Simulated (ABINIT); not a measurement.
# Bi2SO2 (Pnnm): Bethe-Salpeter spectra with ABINIT, part 2 of 2

Wanted: excitons and ε₂ of Bi2SO2 (Pnnm), with cost.

ABINIT 10.8.3; PBEsol and many-body steps on it, plane waves. Known limits of the many-body steps: not at the basis limit; no spin-orbit coupling; coarse k mesh; bindings not settled in the k mesh.

So far. Step 4 (Self-energy, 4×1×4 mesh, 135 bands, screening to 81.6 …): The gap on the mesh goes from 0.78 eV to 1.25 eV, a correction of +0.47 eV. Step 5 (Excitons): The lowest state lies at 1.444 eV, 0.149 eV under the direct gap.

### Step 6. Triplet (no exchange term)

Level of this step: Bethe-Salpeter equation on PBEsol with a scissors shift, plane waves, norm-conserving pseudopotentials (ABINIT).

File run.abi:

```
acell 3*1.0 Angstrom
rprim 
  3.877295950000 0.000000000000 0.000000000000
  0.000000000000 11.963688440000 0.000000000000
  0.000000000000 0.000000000000 3.842602890000
ntypat 3
znucl 83 16 8
natom 10
typat 1 1 1 1 2 2 3 3 3 3
xred 
  0.419337400000 0.856120830000 0.500000000000
  0.580662600000 0.143879170000 0.500000000000
  0.919337400000 0.643879170000 0.000000000000
  0.080662600000 0.356120830000 0.000000000000
  0.000000000000 0.000000000000 0.000000000000
  0.500000000000 0.500000000000 0.500000000000
  0.440997250000 0.749108530000 0.000000000000
  0.559002750000 0.250891470000 0.000000000000
  0.940997250000 0.750891470000 0.500000000000
  0.059002750000 0.249108530000 0.500000000000
pp_dirpath "pseudos"
pseudos "Bi.upf, S.upf, O.upf"
ecut 42
ngkpt 4 1 4
nshiftk 1
shiftk 0 0 0
kptopt 1
chksymbreak 0
istwfk *1
occopt 1
irdwfk 1
optdriver 99
bs_calctype 1
mbpt_sciss 0.471 eV
bs_loband 51
nband 69
bs_exchange_term 0
bs_coulomb_term 11
bs_coupling 0
bs_algorithm 1
bs_freq_mesh 0 6 0.05 eV
zcut 0.15 eV
ecuteps 3
ecutwfn 21
inclvkb 2
irdscr 1
indata_prefix "in"
outdata_prefix "out"
tmpdata_prefix "tmp"
```

On the command line:

```sh
$ OMP_NUM_THREADS=1 mpirun -n 4 abinit run.abi > log
```

Numbers of over 12 decimals in the logs are rounded to 6 here.

Log:

```text
.Version 10.8.3 of ABINIT. v10.8.2 released Aug 2026.

 Symmetries : space group Pn n m (# 58); Bravais oP (primitive ortho.)
[... echo of the input left out ...]
== DATASET  1 ==================================================================
-   mpi_nproc: 4, omp_nthreads: 1 (-1 if OMP is not activated)

--- !DatasetInfo
iteration_state: {dtset: 1, }
dimensions: {natom: 10, nkpt: 9, mband: 69, nsppol: 1, nspinor: 1, nspden: 1, mpw: 5563, }
cutoff_energies: {ecut:  21.0, pawecutdg:  -1.0, }
electrons: {nelect:   1.28000000E+02, charge:   0.00000000E+00, occopt:   1.00000000E+00, tsmear:   1.00000000E-02, }

 Exciton: Calculation of dielectric properties by solving the Bethe-Salpeter equation
 in frequency domain and reciprocal space on a transitions basis set.
 Based on a program developed by L. Reining, V. Olevano, F. Sottile,
 S. Albrecht, and G. Onida. Incorporated in ABINIT by M. Giantomassi.

.Using double precision arithmetic ; gwpc =  8

[... cell and pseudopotentials left out ...]
--------------------------------------------------------------------------------

 ==== K-mesh for the wavefunctions ====
 Number of points in the irreducible wedge :     9
[... list of points left out ...]
 Together with  8 symmetry operations and time-reversal symmetry
 yields    16 points in the full Brillouin Zone.

 ==== Q-mesh for the screening function ====
 Number of points in the irreducible wedge :     9
[... list of points left out ...]
 Together with  8 symmetry operations and time-reversal symmetry
 yields    16 points in the full Brillouin Zone.

 vcoul_init : cutoff-mode = AUXILIARY_FUNCTION
 q-points for optical limit:   1
     1)      0.000010    0.000020    0.000030
 setmesh: FFT mesh size selected  =    24x   72x   24
[...]
q = (  0.000000  0.000000  1.155698) [r.l.u.]
 Number of electrons calculated from density =  127.9390; Expected =  128.0000
 average of density, n =  0.106362
 r_s =    1.3093
 omega_plasma =   31.4593 [eV]

. Writing resonant excitonic Hamiltonian on file out_BSR; file size=   0.01 [Gb].
 Direct diagonalization of the resonant excitonic Hamiltonian, Matrix size= 1120
. Using LAPACK sequential version.
 Excitonic eigenvalues in eV up to n=   32
   1.41995   1.48664   1.66303   1.99010   1.99533   2.02550   2.10235   2.16426
   2.17886   2.18370   2.20281   2.20745   2.34148   2.34300   2.34518   2.34551
   2.34730   2.36459   2.36887   2.38532   2.39386   2.60342   2.61254   2.62763
   2.63063   2.66820   2.67313   2.70557   2.75144   3.05879   3.06015   3.10368

 First excitonic eigenvalue=    1.42 [eV]
 Last  excitonic eigenvalue=    8.93 [eV]

 GW  direct gap       1.59  0.00 [eV]
 EXC direct gap       1.42  0.00 [eV]
 EXC binding energy   0.17  0.00 [eV]

 Excitonic eigenvalues up to the GW energy gap [eV]
  1 (  1.42  0.00)
  2 (  1.49  0.00)

 Macroscopic dielectric function:
 omega [eV] <KS_RPA_nlf>  <GW_RPA_nlf>  <BSE>
   0.0000  12.5145   0.0000  10.7519   0.0000  12.1617   0.0000
   0.0500  12.5196   0.0313  10.7546   0.0167  12.1657   0.0248
   0.1000  12.5348   0.0629  10.7629   0.0335  12.1779   0.0498
[...]
0.4000  12.8541   0.2759  10.9320   0.1409  12.4295   0.2120
   0.4500  12.9496   0.3192  10.9814   0.1608  12.5036   0.2429

 Writing KS-RPA macroscopic dielectric function without local fields to file: out_RPA_NLF_MDF
 Writing GW-RPA macroscopic dielectric function without local fields to file: out_GW_NLF_MDF
 Writing EXC Macroscopic dielectric function to file: out_EXC_MDF

== END DATASET(S) ==============================================================
================================================================================

 -outvars: echo values of variables after computation  --------
           etotal      0.0000000000E+00
            nband          69
             nkpt           9
          spgroup          58
 [... the other variables as echoed above ...]

 Calculation completed.
```

Wall time 2 min (4 MPI ranks of Arm Neoverse V1, shared host); peak memory 1.3 GiB; 7.9 min of CPU time.

The lowest triplet lies at 1.420 eV; without spin-orbit coupling triplets are dark, so no spectrum is read.

### Step 7. Beyond Tamm-Dancoff

run.abi, as its differences from that of step 6:

```diff
@@ -36,5 +36,5 @@
 nband 69
-bs_exchange_term 0
+bs_exchange_term 1
 bs_coulomb_term 11
-bs_coupling 0
+bs_coupling 1
 bs_algorithm 1
```

Log:

```text
.Version 10.8.3 of ABINIT. v10.8.2 released Aug 2026.

 Symmetries : space group Pn n m (# 58); Bravais oP (primitive ortho.)
[... echo of the input left out ...]
== DATASET  1 ==================================================================
-   mpi_nproc: 4, omp_nthreads: 1 (-1 if OMP is not activated)

--- !DatasetInfo
iteration_state: {dtset: 1, }
dimensions: {natom: 10, nkpt: 9, mband: 69, nsppol: 1, nspinor: 1, nspden: 1, mpw: 5563, }
cutoff_energies: {ecut:  21.0, pawecutdg:  -1.0, }
electrons: {nelect:   1.28000000E+02, charge:   0.00000000E+00, occopt:   1.00000000E+00, tsmear:   1.00000000E-02, }

 Exciton: Calculation of dielectric properties by solving the Bethe-Salpeter equation
 in frequency domain and reciprocal space on a transitions basis set.
 Based on a program developed by L. Reining, V. Olevano, F. Sottile,
 S. Albrecht, and G. Onida. Incorporated in ABINIT by M. Giantomassi.

.Using double precision arithmetic ; gwpc =  8

[... cell and pseudopotentials left out ...]
--------------------------------------------------------------------------------

 ==== K-mesh for the wavefunctions ====
 Number of points in the irreducible wedge :     9
[... list of points left out ...]
 Together with  8 symmetry operations and time-reversal symmetry
 yields    16 points in the full Brillouin Zone.

 ==== Q-mesh for the screening function ====
 Number of points in the irreducible wedge :     9
[... list of points left out ...]
 Together with  8 symmetry operations and time-reversal symmetry
 yields    16 points in the full Brillouin Zone.

 vcoul_init : cutoff-mode = AUXILIARY_FUNCTION
 q-points for optical limit:   1
     1)      0.000010    0.000020    0.000030
 setmesh: FFT mesh size selected  =    24x   72x   24
[...]
q = (  1.166133  0.000000  0.000000) [r.l.u.]
 q = (  0.000000  3.598190  0.000000) [r.l.u.]
 q = (  0.000000  0.000000  1.155698) [r.l.u.]
 q = (  1.166133  0.000000  0.000000) [r.l.u.]
 q = (  0.000000  3.598190  0.000000) [r.l.u.]
 q = (  0.000000  0.000000  1.155698) [r.l.u.]
 Number of electrons calculated from density =  127.9390; Expected =  128.0000
 average of density, n =  0.106362
 r_s =    1.3093
 omega_plasma =   31.4593 [eV]

. Writing resonant excitonic Hamiltonian on file out_BSR; file size=   0.01 [Gb].
. Writing coupling excitonic Hamiltonian on file out_BSC; file size=   0.01 [Gb].
. Direct diagonalization of the full excitonic Hamiltonian, Matrix size= 2240
. Using LAPACK sequential version to solve FHv = ev with H positive definite.
 First excitonic eigenvalue:    1.44 [eV].
 Last  excitonic eigenvalue:   10.86 [eV].

 GW  direct gap       1.59  0.00 [eV]
 EXC direct gap       1.44  0.00 [eV]
 EXC binding energy   0.15  0.00 [eV]

 Excitonic eigenvalues up to the GW energy gap [eV]
*** (  1.44  0.00)
*** (  1.50  0.00)

 Macroscopic dielectric function:
 omega [eV] <KS_RPA_nlf>  <GW_RPA_nlf>  <BSE>
   0.0000  12.5145   0.0000  10.7519   0.0000  11.5572   0.0000
   0.0500  12.5196   0.0313  10.7546   0.0167  11.5609   0.0224
   0.1000  12.5348   0.0629  10.7629   0.0335  11.5719   0.0450
[...]
0.4000  12.8541   0.2759  10.9320   0.1409  11.7992   0.1913
   0.4500  12.9496   0.3192  10.9814   0.1608  11.8660   0.2191

 Writing KS-RPA macroscopic dielectric function without local fields to file: out_RPA_NLF_MDF
 Writing GW-RPA macroscopic dielectric function without local fields to file: out_GW_NLF_MDF
 Writing EXC Macroscopic dielectric function to file: out_EXC_MDF

== END DATASET(S) ==============================================================
================================================================================

 -outvars: echo values of variables after computation  --------
           etotal      0.0000000000E+00
            nband          69
             nkpt           9
          spgroup          58
 [... the other variables as echoed above ...]

 Calculation completed.
```

It took 3.9 min on 4 MPI ranks; peak memory 1.3 GiB; 16 min of CPU time.

This step gave:

```
direct gap of the transition levels              : 1.593 eV
transitions in the window                        : 1120
lowest state                                     : 1.44 eV
binding of the lowest state below the direct gap : 0.1533 eV
Coulomb term of one mesh cell                    : 0.1841 eV
```

The binding is 0.83 times the screened Coulomb term of one mesh cell (0.18 eV), so it is not shown settled.

The lowest state lies at 1.440 eV, 0.153 eV under the direct gap.

Mean over the three Cartesian directions of q; broadening 0.15 eV; transition window only. Limits: finite bands, cutoff and mesh; no spin-orbit coupling; coarse k mesh; exciton not shown settled in the k mesh. The ε₂ by photon energy; read off at these points:

```
photon energy (eV)    BSE  no electron-hole interaction  Kohn-Sham, no shift
              0.00      0                             0                    0
              0.20  0.091                        0.0677                0.128
              0.40  0.191                         0.141                0.276
              0.60  0.313                         0.227                0.476
              0.80  0.480                         0.336                0.815
              1.00  0.743                         0.491                 1.65
              1.20   1.28                         0.747                 2.73
              1.40   2.74                          1.31                 3.43
              1.60   3.27                          2.63                 8.18
              1.80   5.60                          2.97                 18.9
              1.90   9.21                          3.80                 23.0
              2.00   15.3                          5.72                 19.4
              2.20   25.7                          15.0                 9.84
              2.35   17.7                          22.7                 8.07
              2.40   14.8                          22.6                 7.38
              2.60   9.27                          12.6                 6.39
              2.80   7.25                          8.33                 12.8
              3.00   10.7                          6.20                 15.3
              3.20   18.2                          9.56                 11.4
              3.40   12.8                          15.7                 9.34
              3.60   8.87                          13.2                 12.9
              3.80   10.8                          9.57                 15.0
              4.00   14.0                          11.4                 17.3
              4.15   15.0                          13.4                 17.5
              4.20   14.9                          13.8                 17.3
              4.40   13.4                          17.1                 13.4
              4.60   12.1                          17.5                 7.03
              4.80   9.39                          15.4                 4.38
              5.00   5.43                          8.87                 4.27
              5.20   4.23                          5.03                 5.21
              5.40   4.52                          4.00                 6.60
              5.60   6.01                          4.95                 4.43
              5.80   4.47                          6.16                 3.51
```

### Step 8. Model screening

run.abi, as its differences from that of step 7:

```diff
@@ -34,9 +34,9 @@
 mbpt_sciss 0.471 eV
-bs_loband 51
-nband 69
+bs_loband 52
+nband 76
 bs_exchange_term 1
-bs_coulomb_term 11
-bs_coupling 1
-bs_algorithm 1
-bs_freq_mesh 0 6 0.05 eV
+bs_coulomb_term 21
+bs_coupling 0
+bs_algorithm 2
+bs_freq_mesh 0 8 0.05 eV
 zcut 0.15 eV
@@ -45,3 +45,6 @@
 inclvkb 2
-irdscr 1
+mdf_epsinf 15.66
+irdden 1
+bs_haydock_niter 300
+bs_haydock_tol -0.02 0
 indata_prefix "in"
```

Log:

```text
.Version 10.8.3 of ABINIT. v10.8.2 released Aug 2026.

 Symmetries : space group Pn n m (# 58); Bravais oP (primitive ortho.)
[... echo of the input left out ...]
== DATASET  1 ==================================================================
-   mpi_nproc: 4, omp_nthreads: 1 (-1 if OMP is not activated)

--- !DatasetInfo
iteration_state: {dtset: 1, }
dimensions: {natom: 10, nkpt: 9, mband: 76, nsppol: 1, nspinor: 1, nspden: 1, mpw: 5563, }
cutoff_energies: {ecut:  21.0, pawecutdg:  -1.0, }
[...]
0.0500  14.0081   0.0320  12.1308   0.0173  13.1002   0.0227
   0.1000  14.0238   0.0643  12.1393   0.0346  13.1113   0.0455
[...]
0.4000  14.3500   0.2816  12.3138   0.1453  13.3412   0.1931
   0.4500  14.4475   0.3256  12.3648   0.1658  13.4087   0.2211

== END DATASET(S) ==============================================================
================================================================================

 -outvars: echo values of variables after computation  --------
           etotal      0.0000000000E+00
            nband          76
             nkpt           9
          spgroup          58
 [... the other variables as echoed above ...]

 Calculation completed.
```

Wall time 6.8 min (4 MPI ranks); peak memory 1.3 GiB; 27 min of CPU time.

This step gave:

```
direct gap of the transition levels : 1.593 eV
transitions in the window           : 2496
Coulomb term of one mesh cell       : 0.1841 eV
```

Mean over the three Cartesian directions of q; broadening 0.15 eV; transition window only. Limits: finite bands, cutoff and mesh; no spin-orbit coupling; coarse k mesh; exciton not shown settled in the k mesh. Table of ε₂ by photon energy; read off at these points:

```
photon energy (eV)    BSE  no electron-hole interaction  Kohn-Sham, no shift
             0.000      0                             0                    0
             0.250  0.116                        0.0880                0.166
             0.500  0.251                         0.187                0.373
             0.750  0.433                         0.314                0.718
             1.000  0.739                         0.503                 1.66
             1.250   1.49                         0.858                 2.76
             1.500   3.18                          1.94                 4.99
             1.750   4.39                          2.84                 16.2
             1.900   8.67                          3.83                   23
             2.000   14.4                          5.74                 19.4
             2.200   25.2                          15.1                 9.89
             2.250   23.8                          17.7                 9.02
             2.350   18.1                          22.8                 8.12
             2.500   10.6                          18.0                 6.37
             2.750   7.62                          8.79                 10.5
             3.000   10.4                          6.26                 15.4
             3.200   18.5                          9.63                 11.6
             3.250   17.9                          11.9                 10.6
             3.500   11.2                          15.2                 10.8
             3.750   10.2                          10.2                 14.3
             4.000   14.0                          11.5                 17.8
             4.200   16.2                          14.0                 18.4
             4.250   16.0                          14.9                 18.1
             4.500   16.2                          17.9                 12.3
             4.650   15.1                          18.5                 8.31
             4.750   14.5                          17.8                 7.42
             5.000    8.9                          11.4                 8.59
             5.250   9.02                          7.34                 10.4
             5.500   10.6                          8.73                 11.5
             5.650   12.0                          9.61                 9.66
             5.750   10.8                          10.8                 9.04
             6.000   8.10                          11.0                 7.52
             6.250   7.11                          8.85                 5.15
             6.500   4.86                          7.32                 3.97
             6.750   3.77                          5.02                 3.15
             7.000   2.93                          3.86                 3.17
             7.250   3.15                          3.14                 3.60
             7.500   3.26                          3.20                 3.54
             7.750   3.29                          3.65                 2.45
```

### Step 9. The runs together

Times are wall times on 4 MPI ranks of Arm Neoverse V1, shared host, good to a factor of about two.

```
                       run   mesh  transitions  broadening (eV)  direct gap (eV)  lowest state (eV)  binding (eV)  mesh cell's term (eV)  tallest peak (eV)  height     time
                  excitons  4×1×4         2496             0.15            1.593              1.444         0.149                  0.184               2.20    27.0  7.8 min
triplet (no exchange term)  4×1×4         1120             0.15            1.593              1.420         0.173                  0.184                  -       -    2 min
       beyond Tamm-Dancoff  4×1×4         1120             0.15            1.593              1.440         0.153                  0.184               2.20    25.7  3.9 min
           model screening  4×1×4         2496             0.15            1.593                  -             -                  0.184               2.20    25.2  6.8 min
```

### Step 10. Results

```json
{
  "excitons": "lowest state 1.444 eV (not settled in the k mesh)",
  "triplet (no exchange term)": "lowest state 1.420 eV (not settled in the k mesh)",
  "beyond Tamm-Dancoff": "lowest state 1.440 eV (not settled in the k mesh)",
  "model screening": "tallest peak 2.2 eV"
}
```

What this shows: On the 4×1×4 mesh the lowest exciton lies at 1.444 eV, 0.149 eV below the direct gap; one cell of the mesh carries a screened Coulomb term of 0.18 eV by a cubic estimate, rough for this lattice, so this binding is not shown settled. The rigid shift leaves the direct gap −0.30 eV from the G0W0 value, so all exciton energies with it are off by about as much; bindings are little touched. Triplet (no exchange term), against «excitons (4×1×4)»: the lowest state moves by −0.024 eV (keys changed: bs_loband, nband, bs_exchange_term and bs_freq_mesh). Triplets are dark. Beyond Tamm-Dancoff, against «excitons (4×1×4)»: the lowest state stays within 0.01 eV (keys changed: bs_loband, nband, bs_coupling and bs_freq_mesh). Model screening, against «excitons (4×1×4)»: the tallest peak stays (keys changed: bs_coulomb_term, bs_algorithm, irdscr, mdf_epsinf, irdden, bs_haydock_niter and bs_haydock_tol). For «beyond Tamm-Dancoff» the program prints the energy to 0.01 eV alone, so further digits and smaller shifts mean nothing. A rigid shift treats all transitions alike. In the G0W0 table the openings from the upper filled bands to the empty bands at the same k run from +0.62 to +1.02 eV (median +0.70), where the shift is +0.47 eV, so peaks stand off by such differences. Lines within a few meV of each other can be one level split by numerical noise, or distinct levels. Screening is static and electronic alone, and only transitions inside the band window count. The 4×1×4 mesh is coarse for this cell, which bears on the long-range parts of exchange and screening. Where an edge is built on 6p states of lead, bismuth or thallium, scalar-relativistic gaps usually stand too wide, by a few tenths to over one eV. The many-body steps are scalar-relativistic: spin-orbit coupling is not in them.

[Paths, hosts, dates, memory and timing lines, banners, echoed tables and standing remarks are left out of the program output.]

[Logs are printed without paths, hosts, clocks, repeated set-up lines and the standing remarks that a program may print on its own settings, such as how far it seeks lower states.]

[Runs of the session that timed out or met a known fault of the program may be left out.]

[Hosts, paths, dates, database ids (printed as entryN), source tags and the programs' standing remarks are cut or masked in the printed files.]

[G0W0 gaps are taken among the corrected bands and points alone; a level outside them can change the order at an edge.]

[Where Ansatz stands beside ABINIT at settings called matched, ABINIT's density can come from a denser mesh and the files from another edition; pairs whose starting gaps differed by over 0.03 eV were left out, so agreement reads better than it is.]
